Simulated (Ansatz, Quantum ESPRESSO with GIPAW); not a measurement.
# 17O assignment in CaSeO3

The values are calculated: DFT, PBEsol, plane-wave PAW (pslibrary 1.0.0 recipes), scalar-relativistic, GIPAW shieldings (Quantum ESPRESSO with GIPAW, a patched development version); field gradients by Ansatz. Shieldings are without the macroscopic shape term, which is common to all sites.

```cif
data_structure
_symmetry_space_group_name_H-M 'P 1'
_symmetry_Int_Tables_number 1
_cell_length_a 6.4288
_cell_length_b 8.3421
_cell_length_c 5.3883
_cell_angle_alpha 90.000
_cell_angle_beta 90.000
_cell_angle_gamma 90.000
_cell_volume 288.97
loop_
_atom_site_label
_atom_site_type_symbol
_atom_site_fract_x
_atom_site_fract_y
_atom_site_fract_z
_atom_site_occupancy
Se1 Se 0.97250 0.25000 0.98413 1
Se2 Se 0.47250 0.25000 0.51587 1
Se3 Se 0.52750 0.75000 0.48413 1
Se4 Se 0.02750 0.75000 0.01587 1
Ca5 Ca 0.00000 0.50000 0.50000 1
Ca6 Ca 0.00000 0.00000 0.50000 1
Ca7 Ca 0.50000 0.50000 0.00000 1
Ca8 Ca 0.50000 0.00000 0.00000 1
O9 O 0.58113 0.75000 0.79827 1
O10 O 0.82699 0.40884 0.86990 1
O11 O 0.82699 0.09116 0.86990 1
O12 O 0.32699 0.40884 0.63010 1
O13 O 0.32699 0.09116 0.63010 1
O14 O 0.08113 0.75000 0.70173 1
O15 O 0.91887 0.25000 0.29827 1
O16 O 0.67301 0.90884 0.36990 1
O17 O 0.67301 0.59116 0.36990 1
O18 O 0.17301 0.90884 0.13010 1
O19 O 0.17301 0.59116 0.13010 1
O20 O 0.41887 0.25000 0.20173 1
```

The cell is a computed entry of the Materials Project; it need not be the form that is stable at ambient conditions. The coordinates shown are those after relaxation (atoms relaxed).

The O sites:

| site | atom no. | atoms in cell | site symmetry | surroundings | bonds (Å) |
| --- | --- | --- | --- | --- | --- |
| O(1) | 9 | 4 | m | bound to SeCa2 | 1.73 to 2.41 |
| O(2) | 10 | 8 | 1 | bound to SeCa2 | 1.73 to 2.41 |

The lines, in order of position:

| line | σ_iso (ppm) | relative area | span (ppm) | skew | \|C_Q\| (MHz) | η_Q |
| --- | --- | --- | --- | --- | --- | --- |
| A | -36.5 | 1 | 141.6 | -0.46 | 8.25 | 0.24 |
| B | -46.8 | 2 | 96.4 | -0.57 | 8.06 | 0.16 |

Simulated spectrum: 17O fast MAS, 18.8 T (108.6 MHz), central transition to second order, lines broadened by 1.5 ppm; the axis counts ppm from the isotropic position of the most shielded site, as −Δσ; rigid lattice, with dipolar and J couplings and satellite transitions left out.

offset (ppm), intensity and a bar:
```
     11.6       0.00 
      8.2       0.00 
      4.9       0.01 
      1.5       0.38 ############
     -1.6       0.57 #################
     -5.0       0.87 ##########################
     -5.8       0.93 ############################
     -8.4       0.80 ########################
    -11.5       0.72 ######################
    -14.9       0.70 #####################
    -18.2       0.78 #######################
    -19.0       0.81 ########################
    -21.4       0.69 #####################
    -24.7       0.64 ###################
    -28.1       0.62 ###################
    -31.5       0.64 ###################
    -34.6       0.69 #####################
    -38.0       0.94 ############################
    -38.7       1.00 ##############################
    -41.3       0.70 #####################
    -44.4       0.58 #################
    -47.8       0.34 ##########
    -50.4       0.44 #############
    -51.2       0.39 ############
    -54.3       0.26 ########
    -57.7       0.22 #######
    -61.0       0.14 ####
    -64.4       0.09 ###
    -67.5       0.09 ###
    -70.9       0.08 ##
    -74.3       0.03 #
    -77.4       0.03 #
    -80.8       0.03 #
    -84.1       0.03 #
    -87.2       0.02 #
    -90.6       0.00 
    -94.0       0.00 
    -97.1       0.00
```

Most prominent maxima (ppm: height): -5.8: 0.93, -19.0: 0.81, -38.7: 1.00, -50.4: 0.44.

Q: Assign the lines to the sites.

By the calculation: A is O(1) (bound to SeCa2); B is O(2) (bound to SeCa2). The areas settle A and B, whose multiplicities are unique.

[Banner, clock, file and message-heading lines were taken out of the pw.x and gipaw.x logs.]

[Logs are printed without paths, hosts, clocks, repeated set-up lines and the standing remarks that a program may print on its own settings, such as how far it seeks lower states.]

[Hosts, paths, dates, database ids (printed as entryN), source tags and the programs' standing remarks are cut or masked in the printed files.]
